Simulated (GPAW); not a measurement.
# How CoSi2 absorbs and reflects light, part 2 of 2

Aim: the dielectric function of CoSi2, and the optical constants that follow from it. The cell comes from an older database entry, whose edges can differ from later determinations, mostly by under a per cent.

GPAW 26.7.0; DFT, PBE, plane-wave PAW (GPAW data sets), scalar-relativistic, RPA, optical limit.

So far. Step 2 (Ground state): There are states at the Fermi level within the smearing, so the occupations stay smeared and the carriers get a Drude term.

The database entry behind the starting cell differs from later determinations by our own check (0.1 to 0.3 % short, probably kX units), so it need not match the best structure at ambient conditions.

## (4) Dielectric function, RPA

Local fields let the induced charge screen the field inside the cell, which as a rule lowers ε, most along directions where the density is uneven.

This step: DFT, PBE, plane-wave PAW (GPAW data sets), scalar-relativistic, RPA, optical limit (GPAW 26.7.0).

File df.py:

```python
from gpaw.response.df import DielectricFunction

df = DielectricFunction('full.gpw', frequencies={'type': 'nonlinear', 'domega0': 0.03, 'omega2': 8},
                        ecut=50,
                        eta=0.15,
                        nbands=29,
                        rate=0.05,
                        txt='df.txt')
for direction in ['x']:
    df.get_dielectric_function(xc='RPA', direction=direction, filename=f'df_{direction}.csv')
```

Launch:

```console
OMP_NUM_THREADS=1 python df.py
```

Numbers of over 12 decimals in the logs are rounded to 6 here.

What it wrote:

```text
Using integrator: PointIntegrator
NonLinearFrequencyDescriptor(from 0.000 to 43.235 eV, 446 points)
Nonperiodic BCs:  [False False False]
Using integrator: PointIntegrator
NonLinearFrequencyDescriptor(from 0.000 to 43.235 eV, 446 points)
Nonperiodic BCs:  [False False False]
Using integrator: PointIntegrator

Calculating chi0 body with:
    Ground state adapter containing:
    Number of spins: 1
    Number of kpoints: 1728
    Number of irreducible kpoints: 72
    Number of completely occupied states: 6
    Number of partially occupied states: 9

    Linear response parametrization:
    q_c: [0.0, 0.0, 0.0]
    Number of frequency points: 446
    Planewave cutoff: 50.0
    Number of bands: 29
    Number of planewaves: 27
    Broadening (eta): 0.15

Integrating chi0 body.

Symmetries of q_c:
    Direct symmetries (Uq -> q): 48
    Indirect symmetries (TUq -> q): 0
In total 48 allowed symmetries.

72 groups of equivalent kpoints. 95.833333% reduction.

Integral kind: spectral function

Calculating chi0 optical extensions with:
    Ground state adapter containing:
    Number of spins: 1
    Number of kpoints: 1728
    Number of irreducible kpoints: 72
    Number of completely occupied states: 6
    Number of partially occupied states: 9

    Linear response parametrization:
    Number of frequency points: 446
    Planewave cutoff: 50.0
    Number of bands: 29
    Number of planewaves: 27
    Broadening (eta): 0.15
Integrating chi0 head and wings.

Symmetries of q_c:
    Direct symmetries (Uq -> q): 48
    Indirect symmetries (TUq -> q): 0
In total 48 allowed symmetries.

72 groups of equivalent kpoints. 95.833333% reduction.

Integral kind: spectral function wings

Calculating drude chi0 with:
    Number of frequency points:446
    Plasma frequency decay rate: 0.05 eV

    Ground state adapter containing:
    Number of spins: 1
    Number of kpoints: 1728
    Number of irreducible kpoints: 72
    Number of completely occupied states: 6
    Number of partially occupied states: 9

Symmetries of q_c:
    Direct symmetries (Uq -> q): 48
    Indirect symmetries (TUq -> q): 0
In total 48 allowed symmetries.

72 groups of equivalent kpoints. 95.833333% reduction.

Integral kind: intraband
Plasma frequency:
[[5.84+0.j 0.  +0.j 0.  +0.j]
 [0.  +0.j 5.84+0.j 0.  -0.j]
 [0.  +0.j 0.  -0.j 5.84+0.j]]
```

It took 5.5 s on 1 thread of AMD EPYC 9R14 (Zen 4), shared host; peak memory 0.24 GiB.

Some rows of df_x.csv (energy; Re and Im without local fields; Re and Im with them):

```text
0.000000, 13702.348136, 0.000000, 13701.966501, 0.000000
0.460735, -141.055958, 65.129962, -141.317626, 65.079844
0.943989, -32.142039, 11.391449, -32.462450, 11.375916
1.451455, -5.386286, 5.894021, -5.739878, 5.824053
1.984998, 5.523559, 5.792762, 5.122114, 5.647124
2.546682, 8.345071, 10.068601, 7.972517, 9.796514
3.138794, 2.106023, 12.112650, 2.001161, 11.942451
3.763875, 5.604754, 9.918088, 5.192368, 9.651963
4.424758, 4.468281, 10.379622, 4.211244, 10.006183
5.124608, 8.510609, 13.922154, 8.188340, 12.911509
5.866977, -1.648576, 15.193823, -1.092342, 14.690807
6.655862, -6.211506, 10.733959, -5.912050, 11.149874
7.495775, -4.556067, 6.423921, -4.402414, 6.259655
8.391833, -4.808525, 4.521675, -4.673875, 4.480896
9.349861, -3.405115, 2.889405, -3.302153, 2.824276
10.376517, -2.815929, 1.853158, -2.709099, 1.876565
11.479449, -2.271348, 1.420075, -2.214356, 1.465384
12.667487, -1.613367, 0.964407, -1.547151, 0.963697
13.950874, -1.168611, 0.646433, -1.140975, 0.658630
```

Sum at mesh points, not converged in k. Im ε, E ∥ x against photon energy; read off at these points:

```csv
photon energy (eV),"Im ε, E ∥ x"
0.500,55.7
0.750,21.3
1.000,9.67
1.250,6.74
1.500,5.65
1.750,5.09
2.000,5.78
2.250,8.55
2.500,9.51
2.750,12.0
3.000,14.3
3.250,9.62
3.500,9.39
3.750,9.65
4.000,9.65
4.200,11.8
4.250,11.8
4.500,10.1
4.750,10.1
5.000,10.7
5.250,15.8
5.466,18.2
5.500,17.9
5.750,15.1
6.000,15.4
6.250,13.1
6.500,11.7
6.750,10.3
7.000,7.72
7.250,6.43
7.500,6.27
7.750,6.31
8.000,5.15
8.250,4.90
8.500,4.19
8.750,3.67
9.000,2.84
9.250,2.81
9.500,2.83
9.750,2.49
10.000,2.16
10.250,1.98
10.500,1.76
10.750,1.80
11.000,1.86
11.250,1.74
11.500,1.46
11.750,1.29
12.000,1.21
12.250,1.05
12.500,0.970
12.750,0.965
13.000,0.866
13.250,0.779
13.500,0.790
13.750,0.747
```

Values under 1 per cm are given as 1; sum at mesh points, not converged in k. The absorption coefficient, E ∥ x by photon energy:

photon energy (eV), log10 absorption coefficient, E ∥ x (1/cm) and a bar from the least value:
```
    0.492        5.8 #############
    1.010        5.7 ############
    1.486        5.6 #######
    1.985        5.4 
    2.508        5.6 #######
    3.018        5.8 ################
    3.510        5.8 #############
    3.980        5.8 ###############
    4.516        5.9 ##################
    4.981        5.9 ##################
    5.515        6.2 ###########################
    6.021        6.3 #############################
    6.494        6.3 ##############################
    6.985        6.3 ##############################
    7.496        6.3 #############################
    8.026        6.3 ##############################
    8.516        6.3 ##############################
    9.023        6.3 #############################
    9.483        6.3 #############################
   10.026        6.3 #############################
   10.519        6.3 ############################
   11.029        6.3 ############################
   11.479        6.3 #############################
   12.023        6.2 ############################
   12.504        6.2 ############################
   13.000        6.2 ###########################
   13.512        6.2 ###########################
```

The Im ε, E ∥ x has structure finer than the step of the table below, so its rows give means over 0.5 eV, whole bins alone (the curve runs from 0.305 to 14.0 eV). Peaks (eV: height): without local fields 3.02: 14.7, 5.42: 19.3; with local fields 3.02: 14.3, 5.47: 18.2.

Sum at mesh points, not converged in k. The Im ε, E ∥ x by photon energy; means over each step:

```csv
photon energy (eV),without local fields,with local fields
1.0,11.2,11.2
1.5,5.93,5.86
2.0,6.27,6.12
2.5,10.1,9.87
3.0,13.0,12.7
3.5,9.56,9.41
4.0,10.7,10.3
4.5,10.8,10.4
5.0,12.4,11.6
5.5,17.8,16.9
6.0,15.0,14.7
6.5,11.5,11.7
7.0,7.92,7.92
7.5,6.46,6.31
8.0,5.40,5.36
8.5,4.25,4.22
9.0,3.05,3.03
9.5,2.81,2.77
10.0,2.21,2.18
10.5,1.80,1.81
11.0,1.83,1.85
11.5,1.42,1.47
12.0,1.18,1.19
12.5,0.995,0.987
13.0,0.854,0.870
13.5,0.765,0.777
```

The reflectivity at normal incidence, E ∥ x has structure finer than the step of the table below, so its rows give means over 0.5 eV, whole bins alone (the curve runs from 0.305 to 14.0 eV). Peaks (eV: height): 3.06: 44.1, 6.87: 60.6, 8.96: 63.5, 12.18: 61.0.

Sum at mesh points, not converged in k. The reflectivity at normal incidence, E ∥ x by photon energy; means over each step:

```csv
photon energy (eV),"reflectivity at normal incidence, E ∥ x (%)"
1.0,87.1
1.5,54.2
2.0,27.8
2.5,36.0
3.0,41.6
3.5,35.3
4.0,36.7
4.5,37.4
5.0,38.7
5.5,49.5
6.0,52.5
6.5,56.3
7.0,59.9
7.5,55.5
8.0,57.9
8.5,59.9
9.0,61.4
9.5,58.0
10.0,60.2
10.5,58.5
11.0,54.6
11.5,59.2
12.0,60.0
12.5,59.7
13.0,59.2
13.5,57.3
```

The loss function −Im 1/ε at q → 0, E ∥ x has structure finer than the step of the table below, so its rows give means over 0.5 eV, whole bins alone (the curve runs from 0.305 to 14.0 eV). Peaks (eV: height): 1.73: 0.194.

Sum at mesh points, not converged in k. Loss function −Im 1/ε at q → 0, E ∥ x against energy loss; means over each step:

```csv
energy loss (eV),"loss function −Im 1/ε at q → 0, E ∥ x"
1.0,0.0144
1.5,0.114
2.0,0.110
2.5,0.0627
3.0,0.0692
3.5,0.0859
4.0,0.0752
4.5,0.0809
5.0,0.0654
5.5,0.0570
6.0,0.0655
6.5,0.0706
7.0,0.0789
7.5,0.103
8.0,0.104
8.5,0.109
9.0,0.122
9.5,0.148
10.0,0.155
10.5,0.188
11.0,0.218
11.5,0.207
12.0,0.229
12.5,0.267
13.0,0.302
13.5,0.364
```

Optical constants at common wavelengths, from n + ik = √ε:

```csv
wavelength (nm),n,k,R (%),1/α
1064,0.87,4.102,82.9,21 nm
800,1.28,2.192,48.8,29 nm
532,3.08,1.471,34.5,29 nm
450,3.36,1.804,39.6,20 nm
365,2.70,1.690,34.7,17 nm
308,2.95,1.652,35.6,15 nm
248,3.15,1.697,37.3,12 nm
```

In reflection the computed colour is faintly blue: x = 0.284, y = 0.309, luminous reflectivity 32 %.

## (5) Outcome

At this level (PBE, RPA) CoSi2 is a metal. The mesh is too coarse to trust the carriers' weight, the reflectivity or the colour to better than tens of per cent. In reflection the computed colour is faintly blue: x = 0.284, y = 0.309, luminous reflectivity 32 %. The carriers' damping of 0.05 eV is typed, not computed; it shapes the response at the lowest energies. The run has no spin polarisation; magnetic order or correlation, untested here, could change the spectrum. In this version of GPAW the matrix elements of the optical limit are incomplete, which can lower ε − 1 by up to a tenth where first-row anions or d states rule, and shift it by more in d metals. GPAW's carrier term has the form −ωp²/(ω + i·rate)², which damps like twice the rate and fails at low energy, so the curves leave the lowest energies out. The sum runs over mesh points 0.17 Å⁻¹ apart with no interpolation, so peaks are partly noise of the mesh, and the Drude plasma energy, a sum over the Fermi surface, isn't converged.

[Machine, clock and banner lines and Python warnings are left out of the logs.]

[Logs are printed without paths, hosts, clocks, repeated set-up lines and the standing remarks that a program may print on its own settings, such as how far it seeks lower states.]

[Hosts, paths, dates, database ids (printed as entryN), source tags and the programs' standing remarks are cut or masked in the printed files.]
